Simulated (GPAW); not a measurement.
# The O K excitation threshold of TiO2 (Rutile, P4_2/mnm) under uniform strain

For each volume the threshold was computed as E(hole) − E(ground) plus the lowest empty eigenvalue of the hole cell (GPAW, LDA, 12-atom cell, total energies on 4×4×4 k points, the eigenvalue on 6×6×6, hole spin-paired). The values are raw, 9 eV above the value with the free atom's term for the hole's spin taken off; only their change is used. The threshold is the spectrum's zero, where absorption may be weak, not the visible edge.

| volume | ln(V/V₀) | threshold (eV) |
| --- | --- | --- |
| V × 0.94 | -0.06188 | 533.871 |
| V × 0.97 | -0.03046 | 533.776 |
| V × 1 | +0.00000 | ? |
| V × 1.03 | +0.02956 | 533.592 |
| V × 1.06 | +0.05827 | 533.502 |

Question: Fit a straight line in ln(V/V₀), give its slope, and predict the threshold at V × 1.

The means of the given rows are x̄ = -0.00113 and Ē = 533.685 eV. Σ(x − x̄)(E − Ē) = -0.02769 and Σ(x − x̄)² = 0.009021, so the slope is -3.07 eV, and the line passes the given rows within 0.001 eV. At x = +0.00000 it gives 533.685 + (-3.07) × (+0.00113) = 533.682 eV. The run gives 533.684 eV, a miss of -0.002 eV over a total move of -0.369 eV. The slope is the clamped-ion volume deformation potential of the lowest empty level of the hole cell on this mesh (the hole may pull it below the band edge) against the O 1s level, with the hole's relaxation included: the threshold falls by 0.031 eV for 1 % of expansion. The charged cell's image error also scales with the cell's size and isn't taken out.

[Hosts, paths, dates, database ids (printed as entryN), source tags and the programs' standing remarks are cut or masked in the printed files.]

[Lists of maxima count a maximum above −3 eV only where it reaches 4 % of the highest in the window and stands out from its surroundings by 2 % of it (1.5 % where it reaches 55 %); shoulders and weaker maxima are passed over, and of the rest the first, up to two pre-edge ones and the few strongest are named.]
